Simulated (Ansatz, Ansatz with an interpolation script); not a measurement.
# G0W0 band structure of Al2O3 (Corundum)

G0W0 gives levels on a mesh alone; what do the bands of Al2O3 (Corundum) look like between the points?

Program: Ansatz 0.2.0. Level of theory: LDA, Wannier functions and G0W0, plane waves, PAW. Results are calculated unless marked as measured.

**The experiments to reproduce.**

- Gap 8.7 eV: optical band gap of host from absorption; optical absorption, quoted from earlier work; bulk crystal (high-purity reference sample) (quoted in “Multi-petahertz electron interference in Cr:Al2O3 solid-state material”, 2018, pmc:5906618).

## Step 1: Set-up

Symmetry: R-3c, No. 167, trigonal system. The conventional cell has a = 4.761 Å, b = 4.761 Å, c = 12.996 Å, α = 90.00°, β = 90.00°, γ = 120.00°. Al has 6 O at 1.85 to 1.97 Å nearest. O has 4 Al at 1.85 to 1.97 Å nearest. Farther neighbours and most contacts between anions are not listed.

The cell and positions come from the Crystallography Open Database and are kept as given unless a step says otherwise.

## Step 2: LDA bands

The cheap functional maps the bands first; the places of the edges decide which points the dearer methods must see.

This step: DFT, LDA, plane waves, PAW; PAW set soft_1.

Contents of input.yaml:

```yaml
crystal:
  lattice:
    - [2.38025, 1.37423798, 4.33186667]
    - [-2.38025, 1.37423798, 4.33186667]
    - [0.0, -2.74847596, 4.33186667]
  atoms:
    - { symbol: Al, position: [0.35216, 0.35216, 0.35216] }
    - { symbol: Al, position: [0.14784, 0.14784, 0.14784] }
    - { symbol: Al, position: [0.64784, 0.64784, 0.64784] }
    - { symbol: Al, position: [0.85216, 0.85216, 0.85216] }
    - { symbol: O, position: [0.55668, 0.94332, 0.25] }
    - { symbol: O, position: [0.25, 0.55668, 0.94332] }
    - { symbol: O, position: [0.94332, 0.25, 0.55668] }
    - { symbol: O, position: [0.44332, 0.05668, 0.75] }
    - { symbol: O, position: [0.75, 0.44332, 0.05668] }
    - { symbol: O, position: [0.05668, 0.75, 0.44332] }
kpoints:
  mp_grid: { grid: [4, 4, 4] }
  band_path:
    path:
      - [[0.0, 0.0, 0.0], [0.5, 0.5, 0.5], [0.76623952, 0.23376048, 0.5]]
      - [[0.5, -0.23376048, 0.23376048], [0.5, 0.0, 0.0], [0.0, 0.0, 0.0], [0.36688024, -0.36688024, 0.0]]
      - [[0.63311976, 0.0, 0.36688024], [0.5, 0.0, 0.5], [0.0, 0.0, 0.0]]
    npoints: 10
hamiltonian:
  xc: lda
  pseudopotentials: { kind: paw, azcp: { folder: soft_1 }, xc_functional: pbe }
scf:
  occupations: { method: fermi_dirac, width: 0.02 }
  n_extra_bands: 45
output:
  eigenvalues: true
  fatbands: true
  write_density: true
  write_potential: true
  elf: true
  volumetric_format: npy
```

On the command line:

```console
> ansatz run input.yaml --threads 3 --pin off --max-ram 92160MiB --backend cuda --events-out ev --progress --plain --runs-dir out --devices 1 --max-vram 13GiB
```

Numbers of over 12 decimals in the logs are rounded to 6 here.

Log:

```text
scf.n_extra_bands = 45 over 24 filled bands (N_el = 48.0): the run solves 69 bands
GPUs: using 1 of 1 available (devices: 1).
Engine: ansatz 0.2.0, x86_64-unknown-linux-gnu
Pseudopotentials: kind: paw
Pseudopotential: Al, paw, valence charge 3, recommended cutoff 420 eV (normal), soft_1/Al.paw.azcp
Pseudopotential: O, paw, valence charge 6, recommended cutoff 420 eV (normal), soft_1/O.paw.azcp
Functional definition: SPW92
  exchange = slater_x
  correlation = pw_c
device memory: the entry about to start is reckoned to put 3.6 GiB on a device that reports 40.2 GiB free (of which the cap on the GPU budget leaves the run 13.0 GiB)
GPU FFT provider: cuFFT
GPU libraries: cuBLAS 13.8.2, cuFFT 12.4.0, cuSOLVER 12.3.4
Crystal: 10 atoms, lattice volume = 85.018 Å³
Basis set: ecut = 420 eV, 1653 PW (Γ)
Bands: 69, of which v1, the nominal top of the filled ones, is band 24 counted from 1 (23 counted from 0)
Symmetry: 12 space group operations
Space group: R-3c (ITA 167), of the structure as read, at distance tolerance 4.4e-5 Å
k-points: 13 of 64
Non-local potential: Al, projectors of the file, l = 0: 2, l = 1: 2, l = 2: 1
Non-local potential: O, projectors of the file, l = 0: 2, l = 1: 2, l = 2: 1
PAW form: soft (Blöchl's): semilocal exchange-correlation on the pseudo side does not see the compensation charge
PAW frozen core: Al, regenerated for the run's functional, and the local potential with it (the file was generated under x = pbe(κ = 0.804, μ = 0.219515), c = pbe(β = 0.066725))
PAW frozen core: O, regenerated for the run's functional, and the local potential with it (the file was generated under x = pbe(κ = 0.804, μ = 0.219515), c = pbe(β = 0.066725))
PAW one-centre angular grid: Al, 110 points (default); XC on 64 Gauss nodes
PAW one-centre angular grid: O, 110 points (default); XC on 64 Gauss nodes
Initial density: superposition of atomic densities (chi_scale 0.1, normalization cell, long waves kept (reshape's long-wave potential 0.00 eV rms))
Initial wavefunctions: pseudopotential atomic-orbital guess
GPU buffer pool allocated for 46656 grid points (all kernels)
GPU transforms: local potential and band sums: pruned to the plane-wave sphere, on 36×36×36
Functional: x = slater, c = lda
SCF iter   1: F=—  HF=-5403.420164 eV  |F-HF|=—  |Δ(HF+E_count)|=         —  Δρ=1.19e-1  dr2=1.13e1  ethr=3.10e-3  ⟨swp⟩=5.8  Hψ=4505  notcnv=0  defer=180
preconditioner: auto → Resta (q_TF=auto, 2.480 Å⁻¹)  ε∞=2.1  [insulator: Δε(μ)=7.220 eV  Ē_g=27.223 eV  σ=0.020 eV  W_gap=1.00  n_scr=20 (ndim 8)  ℏωp=27.9 eV  f_vac=0.000  D(μ)=0.00/eV (n_scr^D=0)  ε∞_Penn≈2.1]
SCF iter   2: F=—  HF=-5400.563115 eV  |F-HF|=—  |Δ(HF+E_count)|=    2.86e0  Δρ=5.08e-2  dr2=2.24e0  ethr=3.10e-3  ⟨swp⟩=3.0  Hψ=1438  notcnv=0  defer=502
SCF iter   3: F=—  HF=-5399.868163 eV  |F-HF|=—  |Δ(HF+E_count)|=   6.95e-1  Δρ=7.85e-3  dr2=3.27e-2  ethr=3.10e-3  ⟨swp⟩=2.0  Hψ=718  notcnv=0  defer=502
SCF iter   4: F=—  HF=-5399.858672 eV  |F-HF|=—  |Δ(HF+E_count)|=   9.49e-3  Δρ=4.54e-4  dr2=1.02e-4  ethr=6.80e-5  ⟨swp⟩=2.2  Hψ=1127  notcnv=0  defer=501
SCF iter   5: F=—  HF=-5399.858721 eV  |F-HF|=—  |Δ(HF+E_count)|=   4.92e-5  Δρ=1.27e-4  dr2=1.10e-5  ethr=2.11e-7  ⟨swp⟩=2.0  Hψ=684  notcnv=0  defer=501
SCF iter   6: F=—  HF=-5399.858852 eV  |F-HF|=—  |Δ(HF+E_count)|=   1.31e-4  Δρ=1.09e-5  dr2=7.37e-8  ethr=2.08e-10  ⟨swp⟩=9.8  Hψ=6085  notcnv=0
SCF iter   7: F=-5399.858852 eV  HF=-5399.858852 eV  |F-HF|=9.90e-10  |Δ(HF+E_count)|=   1.58e-8  Δρ=2.11e-6  dr2=2.61e-9  ethr=1.53e-10  ⟨swp⟩=1.0  Hψ=1588  notcnv=0
SCF 1 converged in 7 iterations: F = -5399.858852 eV  dr2 = 2.61e-9
[...]
device memory: the entry about to start is reckoned to put 2.7 GiB on a device that reports 40.3 GiB free (of which the cap on the GPU budget leaves the run 13.0 GiB)
NSCF: frozen V_eff on 73 k-points
SCF converged after 7 iterations
Free energy (F): -5399.858852 eV
Harris-Foulkes:  -5399.858852 eV  (|F-HF|=9.90e-10)
Internal energy: -5399.858852 eV  (E = F + TS)
E sigma→0 (E₀):  -5399.858852 eV
Fermi energy:    10.438663 eV
--- Per-component energies (eV) ---
  E_band       = 50.482397
  E_kinetic    = 1133.624689
  E_local      = -1961.152177  (includes V_loc(G=0)·N_el)
  E_nonlocal   = 366.016249
  E_hartree    = 737.455473
  E_xc         = -583.257563
  E_vxc        = -675.880700  (∫ρ·V_xc dr)
  E_paw        = -2695.624210  (= ΣΔE_a)
  E_vpaw       = -287.039316  (= ΣTr[D̂ρ^β])
  E_aug_tail   = 0.004859  (compensation charges beyond the density's cutoff)
  E_ewald      = -2397.730567
  E_core_change = 0.804395  (= ΣΔE_core)
  E_smearing   = -0.000000  (= −TS)
  E_closure    = -0.000000  (closes the sum)
  Σ components = -5399.858852   (vs F -5399.858852, Δ=0.00e0)
--- Band table (eV; the first three rows and the last of 13) ---
  k-point 0: bands = [... 20 lower, 6.8580, 7.3145, 7.3145, 7.3553, 13.5167, 16.3392, 17.8760, 18.7095, ... 41 higher]
  k-point 1: bands = [... 20 lower, 6.5868, 6.9055, 7.2033, 7.2436, 14.7497, 17.2181, 17.3215, 17.9149, ... 41 higher]
  k-point 2: bands = [... 20 lower, 6.4375, 6.4375, 7.0817, 7.0817, 16.6646, 16.6646, 16.8376, 16.8376, ... 41 higher]
  k-point 12: bands = [... 20 lower, 6.9718, 6.9718, 6.9718, 6.9718, 15.9096, 15.9096, 18.1765, 18.1765, ... 41 higher]
```

The job ended after 13 s (1 × NVIDIA H100 80GB HBM3 (shared by 6 runs) with 3 threads of AMD EPYC 7R13 (Zen 3), shared host; peak memory 0.91 GiB; 15 s of CPU time).

In the SCF lines HF is the Harris–Foulkes energy and dr2 the Hartree energy of the density residual, in eV; the loop may stop once dr2 is under the threshold and the program's other checks hold. Hψ counts applications of the Hamiltonian.

This step gave:

| Property | Result |
| --- | --- |
| filled bands | 24 |
| gap | 6.161 eV |
| valence top at | Γ |
| conduction bottom at | Γ |
| least direct gap | 6.161 eV |

The gap is direct, at Γ.

Electronic bands along the path, in eV, zero at the top of the highest nominally filled band:

```
     point  band 21  band 22  band 23  band 24  band 25  band 26  band 27  band 28
         Γ    -0.50    -0.04    -0.04     0.00     6.16     8.98    10.52    11.35
   halfway    -0.51    -0.51    -0.11    -0.11     7.12     9.05    10.34    11.39
         T    -0.38    -0.38    -0.38    -0.38     8.55     8.55    10.82    10.82
   halfway    -0.87    -0.87    -0.54    -0.54     9.24     9.24    10.57    10.57
        H2    -0.86    -0.86    -0.51    -0.51     9.54     9.54     9.95     9.95
jump to H0    -0.86    -0.86    -0.51    -0.51     9.54     9.54     9.95     9.95
   halfway    -0.85    -0.85    -0.32    -0.32     9.22     9.22     9.66     9.66
         L    -0.92    -0.92    -0.27    -0.27     9.31     9.31     9.48     9.48
   halfway    -0.77    -0.45    -0.15    -0.11     7.39     9.86     9.97    10.56
         Γ    -0.50    -0.04    -0.04     0.00     6.16     8.98    10.52    11.35
   halfway    -0.85    -0.53    -0.17    -0.08     7.80     9.59    10.14    10.28
        S0    -0.90    -0.85    -0.57    -0.28     9.36     9.36     9.57    10.00
jump to S2    -0.90    -0.85    -0.57    -0.28     9.36     9.36     9.57    10.00
   halfway    -0.97    -0.85    -0.75    -0.27     9.43     9.60     9.62    10.07
         F    -1.04    -0.93    -0.75    -0.26     9.39     9.60     9.77    10.25
   halfway    -0.98    -0.60    -0.27    -0.17     7.65     9.93     9.99    10.53
         Γ    -0.50    -0.04    -0.04     0.00     6.16     8.98    10.52    11.35
```

Valence density in the ac plane of the conventional cell at fractional y = 0.000, with atoms of Al and O within 0.2 Å of it. It is the smooth field of the valence electrons, not physical close to the nuclei.

Ten steps, logarithmic in the rise over the least value, from '0' (0.0 e/Å³) to '9' (6.6 e/Å³), each cell a mean:
```
00011124665310
11111136998631
11211136898531
01222223444320
13466542111222
24699963111222
23689853111222
12345432222221
01221124565420
12211136998632
11111136898531
00012223444210
01246653211000
12479974211111
12478974211221
01344432222210
12221113566532
22221125899753
22221124799743
11222222345431
01356653111210
12579974211221
12468974211111
00134443221100
```
Columns run along a (4.8 Å), rows up along c (13.0 Å), edges of the conventional cell, whose origin can differ from the input's. Atoms in or near the plane, at fractional coordinates: Al at (0.00, 0.85), Al at (0.00, 0.65), Al at (0.00, 0.15), Al at (0.00, 0.35), O at (0.31, 0.75), O at (0.33, 0.42), O at (0.36, 0.08), O at (0.69, 0.25), O at (0.67, 0.58), O at (0.64, 0.92).

ELF in the ac plane of the conventional cell at fractional y = 0.000, with atoms of Al and O within 0.2 Å of it. It is the smooth field of the valence electrons, not physical close to the nuclei.

Values, 24 rows by 14 columns, each cell a mean:
```
0.04 0.04 0.04 0.05 0.08 0.10 0.20 0.48 0.67 0.70 0.64 0.46 0.21 0.06
0.07 0.10 0.10 0.07 0.04 0.08 0.42 0.75 0.68 0.55 0.74 0.79 0.54 0.15
0.03 0.06 0.10 0.08 0.05 0.07 0.38 0.75 0.75 0.66 0.78 0.81 0.54 0.09
0.07 0.03 0.16 0.22 0.20 0.15 0.14 0.35 0.56 0.58 0.52 0.39 0.14 0.02
0.06 0.31 0.67 0.75 0.72 0.66 0.46 0.18 0.09 0.09 0.09 0.10 0.10 0.06
0.14 0.43 0.78 0.72 0.52 0.69 0.76 0.45 0.09 0.04 0.06 0.09 0.13 0.13
0.13 0.43 0.78 0.76 0.63 0.73 0.72 0.38 0.08 0.04 0.06 0.09 0.13 0.13
0.04 0.20 0.52 0.62 0.60 0.50 0.31 0.15 0.17 0.19 0.16 0.12 0.07 0.03
0.07 0.02 0.09 0.12 0.10 0.08 0.19 0.51 0.70 0.71 0.67 0.57 0.25 0.03
0.04 0.08 0.11 0.08 0.05 0.08 0.43 0.77 0.70 0.55 0.76 0.83 0.60 0.12
0.07 0.09 0.08 0.06 0.04 0.08 0.36 0.72 0.73 0.65 0.76 0.73 0.45 0.12
0.02 0.03 0.05 0.09 0.17 0.19 0.19 0.33 0.52 0.58 0.48 0.30 0.12 0.03
0.04 0.11 0.34 0.58 0.69 0.70 0.59 0.32 0.13 0.09 0.07 0.05 0.04 0.04
0.08 0.33 0.72 0.80 0.62 0.59 0.77 0.62 0.20 0.04 0.05 0.08 0.10 0.09
0.03 0.29 0.74 0.82 0.70 0.68 0.79 0.59 0.17 0.04 0.07 0.10 0.08 0.04
0.07 0.05 0.28 0.47 0.56 0.59 0.47 0.22 0.12 0.18 0.22 0.20 0.08 0.02
0.05 0.08 0.10 0.09 0.09 0.09 0.12 0.32 0.59 0.70 0.74 0.73 0.51 0.12
0.13 0.14 0.11 0.07 0.04 0.05 0.24 0.67 0.77 0.56 0.60 0.80 0.64 0.23
0.11 0.13 0.11 0.07 0.05 0.05 0.20 0.60 0.76 0.66 0.69 0.81 0.64 0.21
0.03 0.05 0.10 0.14 0.17 0.19 0.15 0.21 0.42 0.57 0.62 0.59 0.36 0.07
0.07 0.10 0.45 0.64 0.70 0.72 0.63 0.33 0.10 0.09 0.12 0.12 0.05 0.02
0.05 0.35 0.78 0.82 0.63 0.59 0.78 0.64 0.20 0.04 0.06 0.10 0.10 0.06
0.08 0.27 0.64 0.78 0.69 0.67 0.76 0.56 0.17 0.04 0.05 0.07 0.09 0.08
0.03 0.06 0.20 0.40 0.55 0.57 0.43 0.23 0.18 0.18 0.13 0.06 0.04 0.03
```
Columns run along a (4.8 Å), rows up along c (13.0 Å), edges of the conventional cell, whose origin can differ from the input's. Atoms in or near the plane, at fractional coordinates: Al at (0.00, 0.85), Al at (0.00, 0.65), Al at (0.00, 0.15), Al at (0.00, 0.35), O at (0.31, 0.75), O at (0.33, 0.42), O at (0.36, 0.08), O at (0.69, 0.25), O at (0.67, 0.58), O at (0.64, 0.92).

(Continued in part 2 of 2.)

[Paths, hosts, dates, memory and timing lines, banners, echoed tables and standing remarks are left out of the program output.]

[Logs are printed without paths, hosts, clocks, repeated set-up lines and the standing remarks that a program may print on its own settings, such as how far it seeks lower states.]

[Runs of the session that timed out or met a known fault of the program may be left out.]

[Hosts, paths, dates, database ids (printed as entryN), source tags and the programs' standing remarks are cut or masked in the printed files.]
